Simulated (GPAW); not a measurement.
# H-SiC-H chair monolayer: simulated STM images

What would a tunnelling microscope show on H-SiC-H chair monolayer?

Method: GPAW, PAW setups; layer in a repeated cell with vacuum, relaxation of atoms and in-plane cell, in the first sound run; inputs show where later runs differ, in GPAW 26.7.0.

### Step 1. The structure

The cell holds 4 atoms: 2 H, 1 C and 1 Si. Cell: a = 3.086 Å, b = 3.086 Å, c = 19.113 Å, α = 90.0°, β = 90.0°, γ = 120.0°. Vacuum lies along c.

### Step 2. Relaxing the atoms

The atoms are relaxed first, since the surface dipole, and with it the work function, follows the positions of the outer layers.

File run.py:

```python
import json
import numpy as np
from ase import Atoms
from ase.filters import FrechetCellFilter
from ase.optimize import BFGS
from gpaw import GPAW, PW

slab = Atoms(
    ['H', 'C', 'Si', 'H'],
    positions=[
        [1.54275, 0.89071, 8.00000],
        [1.54275, 0.89071, 9.07000],
        [-0.00000, 1.78141, 9.69333],
        [-0.00000, 1.78141, 11.11333]],
    cell=[[3.0855, 0.0, 0.0], [-1.54275, 2.67212, 0.0], [0.0, 0.0, 19.1133]],
    pbc=[True, True, True])

slab.calc = GPAW(mode=PW(600), xc='PBE', kpts={'size': (12, 12, 1), 'gamma': True},
                 occupations={'name': 'fermi-dirac', 'width': 0.05}, nbands='200%',
                 convergence={'density': 1e-05}, maxiter=200,
                 symmetry={'tolerance': 1e-3}, txt='slab.txt')
result = {}
# The in-plane cell is free; stress needs a cell that repeats along all three vectors
path = []
opt = BFGS(FrechetCellFilter(slab, mask=[1, 1, 0, 0, 0, 1]), maxstep=0.2)
opt.attach(lambda: path.append((slab.get_potential_energy(), slab.positions.tolist(), slab.get_forces().tolist())))
result['relaxed'] = bool(opt.run(fmax=0.02, steps=45))
result['path'] = path
result['cell'] = slab.cell.tolist()
print('in-plane lattice', slab.cell.cellpar().round(4)[[0, 1, 5]])
energy = slab.get_potential_energy()
fermi = slab.calc.get_fermi_level()
v = slab.calc.get_electrostatic_potential().mean((0, 1)) - fermi
n = slab.calc.get_pseudo_density().mean((0, 1))
L = slab.cell[2, 2]
z = np.arange(len(v)) * L / len(v)
low, high = slab.positions[:, 2].min(), slab.positions[:, 2].max()
below, above = np.interp([low - 5.8, high + 5.8], z, v)
slopes = [np.interp(x, z, np.gradient(v, z)) for x in (low - 5.8, high + 5.8)]
eps = np.array([[slab.calc.get_eigenvalues(k, s) for k in range(len(slab.calc.get_ibz_k_points()))]
                for s in range(slab.calc.get_number_of_spins())]) - fermi
top, bottom = eps[eps < 0].max(), eps[eps > 0].min()
dipole = slab.get_dipole_moment()[2]
print(f'energy {energy:.4f} eV, Fermi level {fermi:.4f} eV, dipole {dipole:.5f} e A')
print(f'potential 5.8 A off the faces, from the Fermi level: lower {below:.4f} eV, upper {above:.4f} eV')
print(f'slope of the potential there: lower {slopes[0]:.5f}, upper {slopes[1]:.5f} eV/A')
print(f'nearest levels on the mesh: {top:.4f} and {bottom:.4f} eV')
print('magnetic moment', round(slab.get_magnetic_moment(), 3))
result.update(energy=energy, fermi=fermi, dipole=dipole, below=below, above=above, slopes=slopes, edges=[top, bottom],
              z=z.tolist(), v=v.tolist(), n=n.tolist(), positions=slab.positions.tolist(),
              forces=slab.get_forces(apply_constraint=False).tolist(), moments=slab.get_magnetic_moments().tolist())
json.dump(result, open('result.json', 'w'))
```

Command:

```sh
OMP_NUM_THREADS=1 OPENBLAS_NUM_THREADS=1 python run.py
```

What it wrote:

```text
Step          Energy          fmax
BFGS:    0      -21.751795        2.140169
BFGS:    1      -21.834153        0.483551
BFGS:    2      -21.841634        0.274641
BFGS:    3      -21.849852        0.215994
BFGS:    4      -21.853294        0.177625
BFGS:    5      -21.855612        0.146030
BFGS:    6      -21.856394        0.091399
BFGS:    7      -21.857072        0.109432
BFGS:    8      -21.857686        0.098491
BFGS:    9      -21.858048        0.047500
BFGS:   10      -21.858113        0.008884
in-plane lattice [  3.129   3.129 120.   ]
energy -21.8581 eV, Fermi level -1.5310 eV, dipole -0.09957 e A
potential 5.8 A off the faces, from the Fermi level: lower 3.1738 eV, upper 3.6552 eV
slope of the potential there: lower -0.11127, upper -0.11106 eV/A
nearest levels on the mesh: -1.9655 and 2.0108 eV
magnetic moment 0.0
```

It took 2.3 min on 1 thread of Arm Neoverse V2, shared host; peak memory 0.27 GiB.

Numbers from this step:

```
dipole along the normal                    : -0.09957 e·Å
levels nearest the Fermi level on the mesh : -1.965, 2.011 eV from the Fermi level
```

The electrostatic potential energy of an electron (without an applied field's), less the Fermi level, planar mean by z:

```
z (Å)  electrostatic potential energy of an electron (without an applied field's), less the Fermi level, planar mean (eV)
  0.0                                                                                                                3.42
  0.5                                                                                                                3.36
  1.0                                                                                                                3.30
  1.5                                                                                                                3.25
  2.0                                                                                                                3.19
  2.5                                                                                                                3.14
  3.0                                                                                                                3.08
  3.5                                                                                                                3.03
  4.0                                                                                                                2.97
  4.5                                                                                                                2.91
  5.0                                                                                                                2.86
  5.5                                                                                                                2.80
  6.0                                                                                                                2.74
  6.5                                                                                                                2.66
  7.0                                                                                                                2.48
  7.5                                                                                                                1.77
  8.0                                                                                                              -0.282
  8.5                                                                                                               -1.47
  9.0                                                                                                               -14.5
  9.5                                                                                                               -18.0
 10.0                                                                                                               -11.0
 10.5                                                                                                               -1.18
 11.0                                                                                                               0.952
 11.5                                                                                                                2.66
 12.0                                                                                                                3.87
 12.5                                                                                                                4.08
 13.0                                                                                                                4.08
 13.5                                                                                                                4.04
 14.0                                                                                                                3.98
 14.5                                                                                                                3.93
 15.0                                                                                                                3.87
 15.5                                                                                                                3.82
 16.0                                                                                                                3.76
 16.5                                                                                                                3.71
 17.0                                                                                                                3.65
 17.5                                                                                                                3.60
 18.0                                                                                                                3.54
 18.5                                                                                                                3.48
 19.0                                                                                                                3.43
```

The pseudo valence density, planar mean by z:

z (Å), pseudo valence density, planar mean (e/Å³) and a bar from the least value:
```
     0.00      0.000 
     0.53      0.000 
     1.06      0.000 
     1.59      0.000 
     2.12      0.000 
     2.48      0.000 
     3.01      0.000 
     3.54      0.000 
     4.07      0.000 
     4.60      0.000 
     5.13      0.000 
     5.66      0.000 
     6.19      0.001 
     6.73      0.004 
     7.08      0.012 #
     7.61      0.068 ###
     8.14      0.209 ##########
     8.67      0.397 ###################
     9.20      0.627 ##############################
     9.73      0.360 #################
    10.26      0.207 ##########
    10.80      0.175 ########
    11.33      0.124 ######
    11.86      0.028 #
    12.21      0.009 
    12.74      0.002 
    13.27      0.000 
    13.80      0.000 
    14.34      0.000 
    14.87      0.000 
    15.40      0.000 
    15.93      0.000 
    16.46      0.000 
    16.81      0.000 
    17.34      0.000 
    17.87      0.000 
    18.41      0.000 
    18.94      0.000
```

The relaxation lowered the energy of the cell by 0.106 eV (energies extrapolated to zero smearing; the optimiser's log prints free energies). The largest force left on a free atom is 0.0089 eV/Å.

### Step 3. Plane waves, PBE

With the geometry fixed, the planar mean of the potential gives the vacuum level on each side.

This step: GPAW, PAW setups; slab in vacuum (GPAW 26.7.0).

The cell differs from the one that the last finished run ended in (c 19.113 → 19.182 Å).

File run.py:

```python
import json
import numpy as np
from ase import Atoms
from ase.dft.stm import STM
from gpaw import GPAW, PW

slab = Atoms(
    ['H', 'C', 'Si', 'H'],
    positions=[
        [1.56451, 0.90327, 8.00000],
        [1.56451, 0.90327, 9.10794],
        [-0.00000, 1.80654, 9.68316],
        [-0.00000, 1.80654, 11.18235]],
    cell=[[3.12903, 0.0, 0.0], [-1.56451, 2.70981, 0.0], [0.0, 0.0, 19.1824]],
    pbc=[True, True, False])

slab.calc = GPAW(mode=PW(500), xc='PBE', kpts={'size': (12, 12, 1), 'gamma': True},
                 occupations={'name': 'fermi-dirac', 'width': 0.05}, nbands='200%',
                 convergence={'density': 1e-05}, maxiter=200,
                 poissonsolver={'dipolelayer': 'xy'},
                 symmetry={'tolerance': 1e-3}, txt='slab.txt')
result = {}
energy = slab.get_potential_energy()
fermi = slab.calc.get_fermi_level()
v = slab.calc.get_electrostatic_potential().mean((0, 1)) - fermi
n = slab.calc.get_pseudo_density().mean((0, 1))
L = slab.cell[2, 2]
z = np.arange(len(v)) * L / len(v)
low, high = slab.positions[:, 2].min(), slab.positions[:, 2].max()
below, above = np.interp([low - 5.8, high + 5.8], z, v)
slopes = [np.interp(x, z, np.gradient(v, z)) for x in (low - 5.8, high + 5.8)]
eps = np.array([[slab.calc.get_eigenvalues(k, s) for k in range(len(slab.calc.get_ibz_k_points()))]
                for s in range(slab.calc.get_number_of_spins())]) - fermi
top, bottom = eps[eps < 0].max(), eps[eps > 0].min()
dipole = slab.get_dipole_moment()[2]
print(f'energy {energy:.4f} eV, Fermi level {fermi:.4f} eV, dipole {dipole:.5f} e A')
print(f'potential 5.8 A off the faces, from the Fermi level: lower {below:.4f} eV, upper {above:.4f} eV')
print(f'slope of the potential there: lower {slopes[0]:.5f}, upper {slopes[1]:.5f} eV/A')
print(f'nearest levels on the mesh: {top:.4f} and {bottom:.4f} eV')
print('magnetic moment', round(slab.get_magnetic_moment(), 3))
result.update(energy=energy, fermi=fermi, dipole=dipole, below=below, above=above, slopes=slopes, edges=[top, bottom],
              z=z.tolist(), v=v.tolist(), n=n.tolist(), positions=slab.positions.tolist(),
              forces=slab.get_forces(apply_constraint=False).tolist(), moments=slab.get_magnetic_moments().tolist())

# Images need the states of the whole zone, up to time reversal
slab.calc = slab.calc.fixed_density(symmetry={'point_group': False}, txt='states.txt', nbands='260%',
                                    convergence={'bands': 'CBM+0.8'})
stm = STM(slab)
result['stm'] = []
for bias in [-0.5, 0.5]:
    height = high + 3.0
    current = stm.get_averaged_current(bias, height)
    x, y, h = stm.scan(bias, current)
    i, f = divmod(height / L * stm.ldos.shape[2], 1)
    I = abs((1 - f) * stm.ldos[:, :, int(i)] + f * stm.ldos[:, :, int(i) + 1])
    print(f'bias {bias} V: mean current at 3.0 A {current:.4e}, corrugation {np.ptp(h):.4f} A')
    result['stm'].append(dict(bias=bias, current=current, h=(h - high).tolist(), I=I.tolist()))
json.dump(result, open('result.json', 'w'))
```

What it wrote:

```text
energy -21.8372 eV, Fermi level -2.5027 eV, dipole -0.08183 e A
potential 5.8 A off the faces, from the Fermi level: lower 3.5058 eV, upper 5.2521 eV
slope of the potential there: lower -0.00013, upper 0.00016 eV/A
nearest levels on the mesh: -1.0071 and 2.7784 eV
magnetic moment 0.0
bias -0.5 V: mean current at 3.0 A 0.0000e+00, corrugation 0.0000 A
bias 0.5 V: mean current at 3.0 A 0.0000e+00, corrugation 0.0000 A
```

Elapsed: 54 s, on 1 thread; peak memory 0.35 GiB.

This step gave:

- dipole along the normal: -0.08183 e·Å
- levels nearest the Fermi level on the mesh: -1.007, 2.778 eV from the Fermi level
- upper work function: 5.252 eV
- lower work function: 3.506 eV
- upper ionisation energy: 6.259 eV

Table of electrostatic potential energy of an electron (without an applied field's), less the Fermi level, planar mean by z:

```
z (Å)  electrostatic potential energy of an electron (without an applied field's), less the Fermi level, planar mean (eV)
    0                                                                                                                4.38
    1                                                                                                                3.51
    2                                                                                                                3.51
    3                                                                                                                3.51
    4                                                                                                                3.51
    5                                                                                                                3.50
    6                                                                                                                3.50
    7                                                                                                                3.35
    8                                                                                                               0.673
    9                                                                                                               -12.9
   10                                                                                                               -10.7
   11                                                                                                                1.99
   12                                                                                                                4.90
   13                                                                                                                5.24
   14                                                                                                                5.25
   15                                                                                                                5.25
   16                                                                                                                5.25
   17                                                                                                                5.25
   18                                                                                                                5.25
   19                                                                                                                4.83
```

The pseudo valence density, planar mean by z:

z (Å), pseudo valence density, planar mean (e/Å³) and a bar from the least value:
```
     0.00      0.000 
     0.58      0.000 
     0.96      0.000 
     1.53      0.000 
     2.11      0.000 
     2.49      0.000 
     3.07      0.000 
     3.64      0.000 
     4.03      0.000 
     4.60      0.000 
     5.18      0.000 
     5.56      0.000 
     6.14      0.001 
     6.71      0.003 
     7.10      0.012 #
     7.67      0.077 ####
     8.25      0.225 ###########
     8.63      0.363 #################
     9.21      0.626 ##############################
     9.78      0.346 #################
    10.36      0.198 #########
    10.74      0.175 ########
    11.32      0.133 ######
    11.89      0.027 #
    12.28      0.008 
    12.85      0.001 
    13.43      0.000 
    13.81      0.000 
    14.39      0.000 
    14.96      0.000 
    15.35      0.000 
    15.92      0.000 
    16.50      0.000 
    16.88      0.000 
    17.46      0.000 
    18.03      0.000 
    18.42      0.000 
    18.99      0.000
```

The layer is gapped, so the Fermi level lies somewhere inside the gap, set by smearing and numerics, and these work functions are no property of the material; the band edges below the vacuum level are. The potential is flat to 1.6e-4 eV/Å where it is read, so the vacuum is wide enough. At -0.5 and 0.5 V the search found no usable constant-current contour near the set height, since the window lies inside the gap and carries no current, so the printed corrugation is no image; it is left out.

### Step 4. A changed run

One more run, with changed settings.

Edit run.py of step 3 so:

```diff
@@ -3,3 +3,2 @@
 from ase import Atoms
-from ase.dft.stm import STM
 from gpaw import GPAW, PW
@@ -16,5 +15,5 @@
 
-slab.calc = GPAW(mode=PW(500), xc='PBE', kpts={'size': (12, 12, 1), 'gamma': True},
+slab.calc = GPAW(mode=PW(500), xc='pbe96', kpts={'size': (12, 12, 1), 'gamma': True},
                  occupations={'name': 'fermi-dirac', 'width': 0.05}, nbands='200%',
-                 convergence={'density': 1e-05}, maxiter=200,
+                 convergence={'density': 1e-05}, maxiter=50,
                  poissonsolver={'dipolelayer': 'xy'},
@@ -43,16 +42,2 @@
               forces=slab.get_forces(apply_constraint=False).tolist(), moments=slab.get_magnetic_moments().tolist())
-
-# Images need the states of the whole zone, up to time reversal
-slab.calc = slab.calc.fixed_density(symmetry={'point_group': False}, txt='states.txt', nbands='260%',
-                                    convergence={'bands': 'CBM+0.8'})
-stm = STM(slab)
-result['stm'] = []
-for bias in [-0.5, 0.5]:
-    height = high + 3.0
-    current = stm.get_averaged_current(bias, height)
-    x, y, h = stm.scan(bias, current)
-    i, f = divmod(height / L * stm.ldos.shape[2], 1)
-    I = abs((1 - f) * stm.ldos[:, :, int(i)] + f * stm.ldos[:, :, int(i) + 1])
-    print(f'bias {bias} V: mean current at 3.0 A {current:.4e}, corrugation {np.ptp(h):.4f} A')
-    result['stm'].append(dict(bias=bias, current=current, h=(h - high).tolist(), I=I.tolist()))
 json.dump(result, open('result.json', 'w'))
```

What it wrote:

```text
NameError: Unknown functional: pbe96.
```

Wall time 0.64 s (1 thread); peak memory 0.1 GiB.

The input was rejected at the start.

The program's message: “NameError: Unknown functional: pbe96.”

The change that led to it: xc = "pbe96".

### Step 5. Results

| Property | Result |
| --- | --- |
| work function, upper and lower face (Fermi level placed in the gap by the smearing) | 5.252 and 3.506 eV |
| ionisation energy from the upper face (highest filled level on the mesh) | 6.26 eV |
| electron affinity from the upper face (lowest empty Kohn-Sham level on the mesh) | 2.47 eV |
| dipole along the normal | -0.0818 e Å |

**Reading.** With plane waves and PBE the ionisation energy from the upper face is 6.26 eV and the Kohn-Sham electron affinity 2.47 eV. The two faces differ by 1.7 eV, the step that the slab's dipole makes (e p/(ε0 A) gives 1.7 eV), so the dipole layer is needed. The levels nearest the Fermi level on the mesh lie 3.79 eV apart, so the slab is gapped there: the smearing puts the Fermi level inside the gap, and from either face the ionisation energy is the work function plus 1.0 eV. Both are Kohn-Sham levels on the mesh, and semilocal gaps are too small, so the affinity tends to come out too large and the ionisation energy too small. The relaxation of atoms and cell ran in a fully periodic cell without the dipole layer, so the atoms of this polar layer felt a small spurious field. The layer's cell and atoms come from the relaxation; spin-orbit coupling and temperature are left out.

[Logs are printed without paths, hosts, clocks, repeated set-up lines and the standing remarks that a program may print on its own settings, such as how far it seeks lower states.]

[Hosts, paths, dates, database ids (printed as entryN), source tags and the programs' standing remarks are cut or masked in the printed files.]
